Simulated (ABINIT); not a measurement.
# How slowly RPA converges: CsVN2 (Fd-3m)

How does the RPA correlation energy of CsVN2 (Fd-3m) approach its basis limit?

Calculated with ABINIT 10.8.3; PBEsol and many-body steps on it, plane waves.

## (1) The structure

The structure is cubic, space group Fd-3m (No. 227). Conventional cell: a = 8.344 Å, b = 8.344 Å, c = 8.344 Å, α = 90.00°, β = 90.00°, γ = 90.00°. Cs has 12 N at 3.46 Å and 4 Cs at 3.61 Å and 4 V at 3.61 Å nearest. Nearest to V lie 4 N at 1.81 Å. Nearest to N lie 2 V at 1.81 Å and 6 Cs at 3.46 Å. Farther neighbours and most contacts between anions are not listed.

The cell and positions are those that the Materials Project relaxed with its own functionals (PBE, PBE+U or r2SCAN), kept fixed. Spin-orbit coupling is left out unless a step names it.

## (2) Empty states on the mesh, 2×2×2 mesh, 405 bands

This step: ABINIT 10.8.3; DFT, PBEsol, plane waves, norm-conserving pseudopotentials.

The sums over transitions need many empty states on a uniform mesh; this step solves for them.

Contents of run.abi:

```
acell 3*1.0 Angstrom
rprim 
  0.000000000000 4.171935907400 4.171935907400
  4.171935907400 0.000000000000 4.171935907400
  4.171935907400 4.171935907400 0.000000000000
ntypat 3
znucl 55 23 7
natom 8
typat 1 1 2 2 3 3 3 3
xred 
  0.250000000000 0.250000000000 0.250000000000
  -0.000000000000 0.000000000000 0.000000000000
  0.750000000000 0.750000000000 0.750000000000
  0.500000000000 0.500000000000 0.500000000000
  0.625000000000 0.625000000000 0.625000000000
  0.125000000000 0.625000000000 0.625000000000
  0.625000000000 0.125000000000 0.625000000000
  0.625000000000 0.625000000000 0.125000000000
pp_dirpath "pseudos"
pseudos "Cs.upf, V.upf, N.upf"
ecut 38
ngkpt 2 2 2
nshiftk 1
shiftk 0 0 0
kptopt 1
chksymbreak 0
iscf -2
irdden 1
istwfk *1
nband 405
nbdbuf 36
tolwfr 1e-09
nstep 60
prtvol 0
indata_prefix "in"
outdata_prefix "out"
tmpdata_prefix "tmp"
```

On the command line:

```sh
OMP_NUM_THREADS=1 mpirun -n 3 abinit run.abi > log
```

Numbers of over 12 decimals in the logs are rounded to 6 here.

What it wrote:

```text
.Version 10.8.3 of ABINIT. v10.8.2 released Aug 2026.

 Symmetries : space group Fd -3 m (#227); Bravais cF (face-center cubic)
[... echo of the input left out ...]
== DATASET  1 ==================================================================
-   mpi_nproc: 3, omp_nthreads: 1 (-1 if OMP is not activated)

--- !DatasetInfo
iteration_state: {dtset: 1, }
dimensions: {natom: 8, nkpt: 3, mband: 405, nsppol: 1, nspinor: 1, nspden: 1, mpw: 10969, }
cutoff_energies: {ecut:  38.0, pawecutdg:  -1.0, }
electrons: {nelect:   6.40000000E+01, charge:   0.00000000E+00, occopt:   1.00000000E+00, tsmear:   1.00000000E-02, }

 Real(R)+Recip(G) space primitive vectors, cartesian coordinates (Bohr,Bohr^-1):
 R(1)=  0.0000000  7.8838163  7.8838163  G(1)= -0.0634211  0.0634211  0.0634211
 R(2)=  7.8838163  0.0000000  7.8838163  G(2)=  0.0634211 -0.0634211  0.0634211
 R(3)=  7.8838163  7.8838163  0.0000000  G(3)=  0.0634211  0.0634211 -0.0634211
 Unit cell volume ucvol=  9.8003025E+02 bohr^3
 Angles (23,13,12)=  6.00000000E+01  6.00000000E+01  6.00000000E+01 degrees

 getcut: wavevector=  0.0000  0.0000  0.0000  ngfft=  64  64  64
         ecut(hartree)=     38.000   => boxcut(ratio)=   2.06858

--- Pseudopotential description ------------------------------------------------
- Cs Generated using ONCVPSP code by D. R. Hamann
- 55.00000   9.00000  180301                  znucl, zion, pspdat
12 -116133 3 -1 2384                          pspcod,pspxc,lmax,lloc,mmax
     nproj     2     2     2     2
  pspatm : epsatm=   22.12462466
         --- l  ekb(1:nproj) -->
             0    6.214110    0.767882
             1    6.311966    0.793598
             2    3.769790    0.913105
[...]
pspatm: atomic psp has been read  and splines computed

- V Generated using ONCVPSP code by D. R. Hamann
- 23.00000  13.00000  180301                  znucl, zion, pspdat
12 -116133 2 -1 1536                          pspcod,pspxc,lmax,lloc,mmax
     nproj     2     2     2     0
  pspatm : epsatm=   13.89775503
         --- l  ekb(1:nproj) -->
[...]
pspatm: atomic psp has been read  and splines computed

- N Generated using ONCVPSP code by D. R. Hamann
-  7.00000   5.00000  180301                  znucl, zion, pspdat
12 -116133 1 -1 1058                          pspcod,pspxc,lmax,lloc,mmax
     nproj     2     2     0     0
  pspatm : epsatm=    5.26508482
         --- l  ekb(1:nproj) -->
[...]
pspatm: atomic psp has been read  and splines computed

--------------------------------------------------------------------------------

================================================================================
 prteigrs : about to open file out_EIG
 Non-SCF case, kpt    1 (  0.00000  0.00000  0.00000), residuals and eigenvalues=
  1.94E-10  2.21E-10  1.58E-10  1.25E-10  1.31E-10  1.70E-10  2.00E-10  1.81E-10
[...]
3.76E-05  9.11E-05  5.51E-04  2.75E-03  9.46E-04
 -2.1495E+00 -2.1495E+00 -1.1955E+00 -1.1955E+00 -1.1955E+00 -1.1948E+00
 -1.1948E+00 -1.1948E+00 -5.9007E-01 -5.7051E-01 -2.8735E-01 -2.5060E-01
 -2.5060E-01 -2.5060E-01 -1.1542E-01 -1.1542E-01 -1.1542E-01 -8.7996E-02
[...]
3.7602E+00  3.7602E+00  3.7602E+00  3.7624E+00  3.7624E+00  3.7625E+00
  3.7658E+00  3.7658E+00  3.7658E+00  3.7951E+00  3.7951E+00  3.7955E+00
[...]
prteigrs : prtvol=0 or 1, do not print more k-points.

--- !ResultsGS
iteration_state: {dtset: 1, }
comment   : Summary of ground state results
lattice_vectors:
- [  0.0000000,   7.8838163,   7.8838163, ]
- [  7.8838163,   0.0000000,   7.8838163, ]
- [  7.8838163,   7.8838163,   0.0000000, ]
lattice_lengths: [  11.14940,   11.14940,   11.14940, ]
lattice_angles: [ 60.000,  60.000,  60.000, ] # degrees, (23, 13, 12)
lattice_volume:   9.8003025E+02
convergence: {deltae:  0.000E+00, res2:  0.000E+00, residm:  9.984E-10, diffor:  0.000E+00, }
etotal    :  -2.35785768E+02
entropy   :   0.00000000E+00
fermie    :   2.07852041E-01
cartesian_stress_tensor: null
pressure_GPa: null
xred      :
- [  2.5000E-01,   2.5000E-01,   2.5000E-01, Cs]
- [  0.0000E+00,   0.0000E+00,   0.0000E+00, Cs]
- [  7.5000E-01,   7.5000E-01,   7.5000E-01,  V]
- [  5.0000E-01,   5.0000E-01,   5.0000E-01,  V]
- [  6.2500E-01,   6.2500E-01,   6.2500E-01,  N]
- [  1.2500E-01,   6.2500E-01,   6.2500E-01,  N]
- [  6.2500E-01,   1.2500E-01,   6.2500E-01,  N]
- [  6.2500E-01,   6.2500E-01,   1.2500E-01,  N]
cartesian_forces: null
force_length_stats: {min: null, max: null, mean: null, }

 Integrated electronic density in atomic spheres:
 ------------------------------------------------
 Atom  Sphere_radius  Integrated_density
[...]
================================================================================

 ----iterations are completed or convergence reached----

 Mean square residual over all n,k,spin=   37.848E-11; max=  99.839E-11
 reduced coordinates (array xred) for    8 atoms
[...]
0.625000000000      0.125000000000      0.625000000000
       0.625000000000      0.625000000000      0.125000000000

 cartesian coordinates (angstrom) at end:
    1      2.085968     2.085968     2.085968
    2      0.000000     0.000000     0.000000
    3      6.257904     6.257904     6.257904
[...]
7      3.128952     5.214920     3.128952
    8      3.128952     3.128952     5.214920
 length scales=  1.889726125908  1.889726125908  1.889726125908 bohr
              =  1.000000000000  1.000000000000  1.000000000000 angstroms
 prteigrs : about to open file out_EIG
 Eigenvalues (hartree) for nkpt=   3  k points:
 kpt#   1, nband=405, wtk=  0.12500, kpt=  0.0000  0.0000  0.0000 (reduced coord)
[...]
3.72891    3.72891    3.72891    3.73527    3.73528    3.73572    3.76015    3.76015
   3.76018    3.76245    3.76245    3.76246    3.76577    3.76577    3.76583    3.79509
   3.79513    3.79549    3.79879    3.82231    3.84645
 prteigrs : prtvol=0 or 1, do not print more k-points.

== END DATASET(S) ==============================================================
================================================================================

 -outvars: echo values of variables after computation  --------
            nband         405
             nkpt           3
          spgroup         227
 [... the other variables as echoed above ...]

 Calculation completed.
```

It took 5.8 min on 3 MPI ranks of Intel Xeon 6975P-C (Granite Rapids), shared host; peak memory 0.57 GiB.

Numbers from this step:

```
gap                                                           : 0.5295 eV
k of the valence top                                          : 0.5, 0, 0
k of the conduction bottom                                    : 0, 0, 0
least direct gap                                              : 0.5491 eV
k points computed                                             : 3
lowest point of the top converged band, above the valence top : 89.8302 eV
```

On this mesh the gap is 0.530 eV.

The density comes from a self-consistent run that is not shown.

## (3) RPA energy: 2×2×2 mesh, 87 bands, screening to 35.4 eV

The RPA dielectric matrix is built and inverted for each q.

This step: RPA screening on PBEsol, plane waves, norm-conserving pseudopotentials.

run.abi, as its differences from that of step 2:

```diff
@@ -26,10 +26,15 @@
 chksymbreak 0
-iscf -2
-irdden 1
 istwfk *1
-nband 405
-nbdbuf 36
-tolwfr 1e-09
-nstep 60
-prtvol 0
+occopt 1
+irdwfk 1
+optdriver 3
+nband 87
+ecuteps 1.3
+inclvkb 2
+awtr 1
+symchi 1
+gwcalctyp 1
+nfreqre 0
+nfreqim 8
+gwrpacorr 1
 indata_prefix "in"
```

On the command line:

```sh
OMP_NUM_THREADS=1 mpirun -n 4 abinit run.abi > log
```

What it wrote:

```text
.Version 10.8.3 of ABINIT. v10.8.2 released Aug 2026.

 Symmetries : space group Fd -3 m (#227); Bravais cF (face-center cubic)
[... echo of the input left out ...]
== DATASET  1 ==================================================================
-   mpi_nproc: 4, omp_nthreads: 1 (-1 if OMP is not activated)

--- !DatasetInfo
iteration_state: {dtset: 1, }
dimensions: {natom: 8, nkpt: 3, mband: 87, nsppol: 1, nspinor: 1, nspden: 1, mpw: 10969, }
cutoff_energies: {ecut:  38.0, pawecutdg:  -1.0, }
electrons: {nelect:   6.40000000E+01, charge:   0.00000000E+00, occopt:   1.00000000E+00, tsmear:   1.00000000E-02, }

 SCREENING: Calculation of the susceptibility and dielectric matrices

 Based on a program developped by R.W. Godby, V. Olevano, G. Onida, and L. Reining.
 Incorporated in ABINIT by V. Olevano, G.-M. Rignanese, and M. Torrent.
.Using double precision arithmetic ; gwpc =  8

[... cell and pseudopotentials left out ...]
--------------------------------------------------------------------------------

 ==== K-mesh for the wavefunctions ====
 Number of points in the irreducible wedge :     3
[... list of points left out ...]
 Together with 48 symmetry operations and time-reversal symmetry
 yields     8 points in the full Brillouin Zone.

 ==== Q-mesh for the screening function ====
 Number of points in the irreducible wedge :     3
[... list of points left out ...]
 Together with 48 symmetry operations and time-reversal symmetry
 yields     8 points in the full Brillouin Zone.

 setmesh: FFT mesh size selected  =    40x   40x   40
          total number of points  =        64000

 vcoul_init : cutoff-mode = AUXILIARY_FUNCTION
 q-points for optical limit:   1
     1)      0.000010    0.000020    0.000030

- screening: taking advantage of time-reversal symmetry
- Maximum band index for partially occupied states nbvw = 32
- Remaining bands to be divided among processors   nbcw = 55
- Number of bands treated by each node ~13

 Number of electrons calculated from density =   64.0000; Expected =   64.0000
 average of density, n =  0.065304
 r_s =    1.5405
 omega_plasma =   24.6505 [eV]

 calculating chi0 at frequencies [eV] :
  1    0.000000E+00    0.000000E+00
  2    0.000000E+00    1.343289E+03
  3    0.000000E+00    2.404413E+02
[...]
8    0.000000E+00    3.079585E+00
  9    0.000000E+00    5.512287E-01

--------------------------------------------------------------------------------
  q-point number  1        q = ( 0.000000, 0.000000, 0.000000) [r.l.u.]
--------------------------------------------------------------------------------
[... chi0 elements left out ...]
  [... further frequencies ...]

 For q-point:  0.000010 0.000020 0.000030
  dielectric constant = 118.4525
  dielectric constant without local fields = 127.6611

  Average fulfillment of the sum rule on Im[epsilon] for q-point    1 :     40.07  [%]
[... wings left out ...]
  q-point number  2        q = ( 0.500000, 0.000000, 0.000000) [r.l.u.]
--------------------------------------------------------------------------------
[... chi0 elements left out ...]
  [... further frequencies ...]

  Average fulfillment of the sum rule on Im[epsilon] for q-point    2 :     48.68  [%]

 [... 1 further q-points ...]
```

Run time: 27 s. Hardware: 4 MPI ranks; peak memory 1.8 GiB; 1.8 min of CPU time.

Numbers from this step:

```yaml
eps_infinity_with_local_fields_on_this_mesh_along_the_program_s_q_direction: 118.5
the_same_without_local_fields: 127.7
plasma_frequency: 24.65 eV
plane_waves_in_the_screening_matrix: 65
rpa_correlation_energy: -31.10 eV
```

Local fields lower ε∞ by 7 %. The value itself is an artefact of the mesh, where one narrow direct gap carries too much weight.

## (4) RPA energy: 2×2×2 mesh, 151 bands, screening to 59.9 eV

run.abi, as its differences from that of step 3:

```diff
@@ -30,4 +30,4 @@
 optdriver 3
-nband 87
-ecuteps 1.3
+nband 151
+ecuteps 2.2
 inclvkb 2
```

What it wrote:

```text
.Version 10.8.3 of ABINIT. v10.8.2 released Aug 2026.

 Symmetries : space group Fd -3 m (#227); Bravais cF (face-center cubic)
[... echo of the input left out ...]
== DATASET  1 ==================================================================
-   mpi_nproc: 4, omp_nthreads: 1 (-1 if OMP is not activated)

--- !DatasetInfo
iteration_state: {dtset: 1, }
dimensions: {natom: 8, nkpt: 3, mband: 151, nsppol: 1, nspinor: 1, nspden: 1, mpw: 10969, }
cutoff_energies: {ecut:  38.0, pawecutdg:  -1.0, }
electrons: {nelect:   6.40000000E+01, charge:   0.00000000E+00, occopt:   1.00000000E+00, tsmear:   1.00000000E-02, }

 SCREENING: Calculation of the susceptibility and dielectric matrices

 Based on a program developped by R.W. Godby, V. Olevano, G. Onida, and L. Reining.
 Incorporated in ABINIT by V. Olevano, G.-M. Rignanese, and M. Torrent.
.Using double precision arithmetic ; gwpc =  8

[... cell and pseudopotentials left out ...]
--------------------------------------------------------------------------------

 ==== K-mesh for the wavefunctions ====
 Number of points in the irreducible wedge :     3
[...]
- Number of bands treated by each node ~29

 Number of electrons calculated from density =   64.0000; Expected =   64.0000
 average of density, n =  0.065304
 r_s =    1.5405
 omega_plasma =   24.6505 [eV]

 calculating chi0 at frequencies [eV] :
  1    0.000000E+00    0.000000E+00
  2    0.000000E+00    1.343289E+03
  3    0.000000E+00    2.404413E+02
[...]
8    0.000000E+00    3.079585E+00
  9    0.000000E+00    5.512287E-01

--------------------------------------------------------------------------------
  q-point number  1        q = ( 0.000000, 0.000000, 0.000000) [r.l.u.]
--------------------------------------------------------------------------------
[... chi0 elements left out ...]
  [... further frequencies ...]

 For q-point:  0.000010 0.000020 0.000030
  dielectric constant = 118.0176
  dielectric constant without local fields = 127.7350

  Average fulfillment of the sum rule on Im[epsilon] for q-point    1 :     57.54  [%]
[... wings left out ...]
  q-point number  2        q = ( 0.500000, 0.000000, 0.000000) [r.l.u.]
--------------------------------------------------------------------------------
[... chi0 elements left out ...]
  [... further frequencies ...]

  Average fulfillment of the sum rule on Im[epsilon] for q-point    2 :     63.96  [%]

 [... 1 further q-points ...]
```

Run time: 56 s. Hardware: 4 MPI ranks; peak memory 2 GiB.

This step gave:

- ε∞ with local fields, on this mesh, along the program's q direction: 118.0
- the same without local fields: 127.7
- plasma frequency: 24.65 eV
- plane waves in the screening matrix: 169
- RPA correlation energy: -52.0776 eV

(Part 1 of 2 ends here.)

[Paths, hosts, dates, memory and timing lines, banners, echoed tables and standing remarks are left out of the program output.]

[Logs are printed without paths, hosts, clocks, repeated set-up lines and the standing remarks that a program may print on its own settings, such as how far it seeks lower states.]

[Runs of the session that timed out or met a known fault of the program may be left out.]

[Hosts, paths, dates, database ids (printed as entryN), source tags and the programs' standing remarks are cut or masked in the printed files.]

[G0W0 gaps are taken among the corrected bands and points alone; a level outside them can change the order at an edge.]

[Where Ansatz stands beside ABINIT at settings called matched, ABINIT's density can come from a denser mesh and the files from another edition; pairs whose starting gaps differed by over 0.03 eV were left out, so agreement reads better than it is.]
